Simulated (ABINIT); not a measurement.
## Quasiparticle gap of SiO2 (P6_422) in ABINIT

How does a plane-wave GW calculation on SiO2 (P6_422) run from the first input to the gap?

Calculated with ABINIT 10.8.3; LDA and many-body steps on it, plane waves.

## (1) Starting point

It takes space group P6_422 (No. 181, hexagonal). The conventional cell has a = 5.061 Å, b = 5.061 Å, c = 5.541 Å, α = 90.00°, β = 90.00°, γ = 120.00°. Nearest to Si lie 4 O at 1.61 Å. Nearest to O lie 2 Si at 1.61 Å. Farther neighbours and most contacts between anions are not listed.

The cell and positions are those that the Materials Project relaxed with its own functionals (PBE, PBE+U or r2SCAN), kept fixed.

## (2) Ground state

This step: ABINIT 10.8.3; DFT, LDA, plane waves, norm-conserving pseudopotentials.

The ground-state density comes first.

File run.abi:

```
acell 3*1.0 Angstrom
rprim 
  5.060522228394 0.000000000001 0.000000000000
  -2.530261114198 4.382540806204 0.000000000000
  0.000000000000 0.000000000000 5.541353310000
ntypat 2
znucl 14 8
natom 9
typat 1 1 1 2 2 2 2 2 2
xred 
  0.000000000000 0.500000000000 0.333333333333
  0.500000000000 0.500000000000 0.666666666667
  0.500000000000 0.000000000000 -0.000000000000
  0.582789260000 0.791394630000 0.833333333333
  0.791394630000 0.582789260000 0.500000000000
  0.791394630000 0.208605370000 0.166666666667
  0.417210740000 0.208605370000 0.833333333333
  0.208605370000 0.417210740000 0.500000000000
  0.208605370000 0.791394630000 0.166666666667
pp_dirpath "pseudos"
pseudos "Si.upf, O.upf"
ecut 36
ngkpt 6 6 4
nshiftk 1
shiftk 0 0 0
kptopt 1
chksymbreak 0
nband 32
occopt 1
tolvrs 1e-10
nstep 60
prtwf 0
optforces 0
optstress 0
indata_prefix "in"
outdata_prefix "out"
tmpdata_prefix "tmp"
```

Started as:

```
OMP_NUM_THREADS=1 mpirun -n 8 abinit run.abi > log
```

Numbers of over 12 decimals in the logs are rounded to 6 here.

Output:

```text
.Version 10.8.3 of ABINIT. v10.8.2 released Aug 2026.

 Symmetries : space group P6_4 2 2 (#181); Bravais hP (primitive hexag.)
================================================================================
 Values of the parameters that define the memory need of the present run
     intxc =       0    ionmov =       0      iscf =       7    lmnmax =       6
     lnmax =       6     mgfft =      60  mpssoang =       3    mqgrid =    3001
     natom =       9  nloc_mem =       1    nspden =       1   nspinor =       1
    nsppol =       1      nsym =      12    n1xccc =    2501    ntypat =       2
    occopt =       1   xclevel =       1
-    mband =          32        mffmem =           1         mkmem =           3
       mpw =        8607          nfft =      174960          nkpt =          21
================================================================================
  Rough estimation (10% accuracy) of disk space for files :
================================================================================

--------------------------------------------------------------------------------
------------- Echo of variables that govern the present computation ------------
--------------------------------------------------------------------------------
 -outvars: echo values of preprocessed input variables --------
            acell      1.8897261259E+00  1.8897261259E+00  1.8897261259E+00 Bohr

      chksymbreak           0
             ecut      3.60000000E+01 Hartree
-          fftalg         312

              ixc       -1012
              kpt      0.00000000E+00  0.00000000E+00  0.00000000E+00
                       1.66666667E-01  0.00000000E+00  0.00000000E+00
                       3.33333333E-01  0.00000000E+00  0.00000000E+00
                       5.00000000E-01  0.00000000E+00  0.00000000E+00
                       1.66666667E-01  1.66666667E-01  0.00000000E+00
                       3.33333333E-01  1.66666667E-01  0.00000000E+00
                       3.33333333E-01  3.33333333E-01  0.00000000E+00
                       0.00000000E+00  0.00000000E+00  2.50000000E-01
                       1.66666667E-01  0.00000000E+00  2.50000000E-01
   [... 10 further rows ...]
                       3.33333333E-01  1.66666667E-01  5.00000000E-01
                       3.33333333E-01  3.33333333E-01  5.00000000E-01
         kptrlatt        6    0    0      0    6    0      0    0    4
          kptrlen      4.18865605E+01
P           mkmem           3
            natom           9
            nband          32
            ngfft          54      54      60
             nkpt          21
            nstep          60
             nsym          12
           ntypat           2
              occ      2.000000  2.000000  2.000000  2.000000  2.000000  2.000000
                       2.000000  2.000000  2.000000  2.000000  2.000000  2.000000
                       2.000000  2.000000  2.000000  2.000000  2.000000  2.000000
                       2.000000  2.000000  2.000000  2.000000  2.000000  2.000000
                       0.000000  0.000000  0.000000  0.000000  0.000000  0.000000
                       0.000000  0.000000
        optforces           0
        optstress           0
            prtwf           0
            rprim      5.0605222284E+00  1.0000000000E-12  0.0000000000E+00
[...]
spgroup         181

           tolvrs      1.00000000E-10

             xred      2.2331748450E-17  5.0000000000E-01  3.3333333333E-01
[...]
znucl       14.00000    8.00000

================================================================================

 chkinp: Checking input parameters for consistency.

================================================================================
== DATASET  1 ==================================================================
-   mpi_nproc: 8, omp_nthreads: 1 (-1 if OMP is not activated)

--- !DatasetInfo
iteration_state: {dtset: 1, }
dimensions: {natom: 9, nkpt: 21, mband: 32, nsppol: 1, nspinor: 1, nspden: 1, mpw: 8607, }
cutoff_energies: {ecut:  36.0, pawecutdg:  -1.0, }
electrons: {nelect:   4.80000000E+01, charge:   0.00000000E+00, occopt:   1.00000000E+00, tsmear:   1.00000000E-02, }

 Real(R)+Recip(G) space primitive vectors, cartesian coordinates (Bohr,Bohr^-1):
 R(1)=  9.5630011  0.0000000  0.0000000  G(1)=  0.1045697  0.0603733  0.0000000
 R(2)= -4.7815005  8.2818019  0.0000000  G(2)=  0.0000000  0.1207467  0.0000000
 R(3)=  0.0000000  0.0000000 10.4716401  G(3)=  0.0000000  0.0000000  0.0954960
 Unit cell volume ucvol=  8.2934217E+02 bohr^3
 Angles (23,13,12)=  9.00000000E+01  9.00000000E+01  1.20000000E+02 degrees

 getcut: wavevector=  0.0000  0.0000  0.0000  ngfft=  54  54  60
         ecut(hartree)=     36.000   => boxcut(ratio)=   2.09114

--- Pseudopotential description ------------------------------------------------
- Si Generated using ONCVPSP code by D. R. Hamann
- 14.00000   4.00000  180309                  znucl, zion, pspdat
12 -1012 2 -1 1510                            pspcod,pspxc,lmax,lloc,mmax
     nproj     2     2     2
  pspatm : epsatm=    6.67003958
         --- l  ekb(1:nproj) -->
[...]
pspatm: atomic psp has been read  and splines computed

- O Generated using ONCVPSP code by D. R. Hamann
-  8.00000   6.00000  201201                  znucl, zion, pspdat
12 -1012 2 -1 926                             pspcod,pspxc,lmax,lloc,mmax
     nproj     2     2     1
  pspatm : epsatm=    6.27558587
         --- l  ekb(1:nproj) -->
[...]
2   -1.033686
 pspatm: atomic psp has been read  and splines computed

   2.76785443E+03                                ecore*ucvol(ha*bohr**3)
--------------------------------------------------------------------------------

_setup2: Arith. and geom. avg. npw (full set) are    8556.326    8556.313

================================================================================

--- !BeginCycle
iteration_state: {dtset: 1, }
solver: {iscf: 7, nstep: 60, nline: 4, wfoptalg: 0, }
tolerances: {tolvrs: 1.00E-10, }

     iter   Etot(hartree)      deltaE(h)  residm     vres2
 ETOT  1  -111.62118804855    -1.116E+02 1.093E-01 1.623E+03
 ETOT  2  -111.75328877981    -1.321E-01 1.273E-02 1.322E+03
 ETOT  3  -112.30183175605    -5.485E-01 1.421E-02 1.430E+01
 ETOT  4  -112.30562220257    -3.790E-03 2.158E-03 1.717E-01
 ETOT  5  -112.30564772294    -2.552E-05 1.081E-03 1.342E-02
 ETOT  6  -112.30564971484    -1.992E-06 1.448E-03 7.139E-04
 ETOT  7  -112.30564977825    -6.341E-08 6.863E-04 9.873E-05
 ETOT  8  -112.30564978191    -3.663E-09 6.015E-04 5.076E-06
 ETOT  9  -112.30564978213    -2.128E-10 4.493E-04 6.467E-08
 ETOT 10  -112.30564978215    -1.764E-11 3.462E-04 1.862E-09
 ETOT 11  -112.30564978214     1.279E-12 4.324E-04 8.113E-12

 At SCF step   11       vres2   =  8.11E-12 < tolvrs=  1.00E-10 =>converged.

--- !ResultsGS
iteration_state: {dtset: 1, }
comment   : Summary of ground state results
lattice_vectors:
- [  9.5630011,   0.0000000,   0.0000000, ]
- [ -4.7815005,   8.2818019,   0.0000000, ]
- [  0.0000000,   0.0000000,  10.4716401, ]
lattice_lengths: [   9.56300,    9.56300,   10.47164, ]
lattice_angles: [ 90.000,  90.000, 120.000, ] # degrees, (23, 13, 12)
lattice_volume:   8.2934217E+02
convergence: {deltae:  1.279E-12, res2:  8.113E-12, residm:  4.324E-04, diffor:  0.000E+00, }
etotal    :  -1.12305650E+02
entropy   :   0.00000000E+00
fermie    :  -1.44088442E-02
cartesian_stress_tensor: null
pressure_GPa: null
xred      :
- [  2.2332E-17,   5.0000E-01,   3.3333E-01, Si]
- [  5.0000E-01,   5.0000E-01,   6.6667E-01, Si]
- [  5.0000E-01,   5.3577E-30,   1.8504E-17, Si]
- [  5.8279E-01,   7.9139E-01,   8.3333E-01,  O]
- [  7.9139E-01,   5.8279E-01,   5.0000E-01,  O]
- [  7.9139E-01,   2.0861E-01,   1.6667E-01,  O]
- [  4.1721E-01,   2.0861E-01,   8.3333E-01,  O]
- [  2.0861E-01,   4.1721E-01,   5.0000E-01,  O]
- [  2.0861E-01,   7.9139E-01,   1.6667E-01,  O]
cartesian_forces: null
force_length_stats: {min: null, max: null, mean: null, }

 Integrated electronic density in atomic spheres:
 ------------------------------------------------
 Atom  Sphere_radius  Integrated_density
[...]
================================================================================

 ----iterations are completed or convergence reached----

 Mean square residual over all n,k,spin=   14.706E-07; max=  43.239E-05
 reduced coordinates (array xred) for    9 atoms
[...]
0.791394630000      0.582789260000      0.500000000000
       0.791394630000      0.208605370000      0.166666666667
       0.417210740000      0.208605370000      0.833333333333
       0.208605370000      0.417210740000      0.500000000000
       0.208605370000      0.791394630000      0.166666666667
 rms dE/dt=  0.0000E+00; max dE/dt=  0.0000E+00; dE/dt below (all hartree)
    1       0.000000000000      0.000000000000      0.000000000000
    2       0.000000000000      0.000000000000      0.000000000000
    3       0.000000000000      0.000000000000      0.000000000000
    4       0.000000000000      0.000000000000      0.000000000000
    5       0.000000000000      0.000000000000      0.000000000000
    6       0.000000000000      0.000000000000      0.000000000000
    7       0.000000000000      0.000000000000      0.000000000000
    8       0.000000000000      0.000000000000      0.000000000000
    9       0.000000000000      0.000000000000      0.000000000000

 cartesian coordinates (angstrom) at end:
    1     -1.265131     2.191270     1.847118
[...]
5      2.530261     2.554098     2.770677
    6      3.477044     0.914222     0.923559
    7      1.583478     0.914222     4.617794
    8     -4.2e-13     1.828443     2.770677
    9     -0.946783     3.468319     0.923559
 length scales=  1.889726125908  1.889726125908  1.889726125908 bohr
              =  1.000000000000  1.000000000000  1.000000000000 angstroms
 prteigrs : about to open file out_EIG
 Fermi (or HOMO) energy (hartree) =  -0.01441   Average Vxc (hartree)=  -0.34015
 Eigenvalues (hartree) for nkpt=  21  k points:
 kpt#   1, nband= 32, wtk=  0.00694, kpt=  0.0000  0.0000  0.0000 (reduced coord)
  -0.71704   -0.66169   -0.66169   -0.63871   -0.63664   -0.63664   -0.33095   -0.33095
  -0.22799   -0.21756   -0.21416   -0.21416   -0.12147   -0.12118   -0.12118   -0.10916
  -0.07915   -0.07891   -0.07891   -0.05096   -0.05096   -0.03182   -0.03182   -0.02153
   0.18776    0.30629    0.30629    0.31573    0.31573    0.34718    0.38448    0.42234
 prteigrs : prtvol=0 or 1, do not print more k-points.

--- !EnergyTerms
iteration_state     : {dtset: 1, }
comment             : Components of total free energy in Hartree
kinetic             :  7.35143170472197E+01
hartree             :  4.17672520323998E+01
xc                  : -2.99451971951238E+01
Ewald energy        : -6.46334946611523E+01
psp_core            :  3.33740949312903E+00
local_psp           : -1.20944137639004E+02
non_local_psp       : -1.54017988596123E+01
total_energy        : -1.12305649782144E+02
total_energy_eV     : -3.05599241382779E+03
band_energy         : -1.28046014401688E+01

== END DATASET(S) ==============================================================
================================================================================

 -outvars: echo values of variables after computation  --------
           etotal     -1.1230564978E+02
            nband          32
             nkpt          21
          spgroup         181
 [... the other variables as echoed above ...]

 Calculation completed.
```

Wall time 44 s (8 MPI ranks of Arm Neoverse V1, shared host); peak memory 0.86 GiB.

Numbers from this step:

* total energy: -3055.9924 eV
* gap: 5.501 eV
* k of the valence top: 0.5, 0, 0
* k of the conduction bottom: 0, 0, 0
* least direct gap: 5.695 eV

The gap is indirect, with the least direct gap 0.19 eV higher.

(Continued in part 2 of 3.)

[Paths, hosts, dates, memory and timing lines, banners, echoed tables and standing remarks are left out of the program output.]

[Logs are printed without paths, hosts, clocks, repeated set-up lines and the standing remarks that a program may print on its own settings, such as how far it seeks lower states.]

[Runs of the session that timed out or met a known fault of the program may be left out.]

[Hosts, paths, dates, database ids (printed as entryN), source tags and the programs' standing remarks are cut or masked in the printed files.]

[G0W0 gaps are taken among the corrected bands and points alone; a level outside them can change the order at an edge.]

[Where Ansatz stands beside ABINIT at settings called matched, ABINIT's density can come from a denser mesh and the files from another edition; pairs whose starting gaps differed by over 0.03 eV were left out, so agreement reads better than it is.]
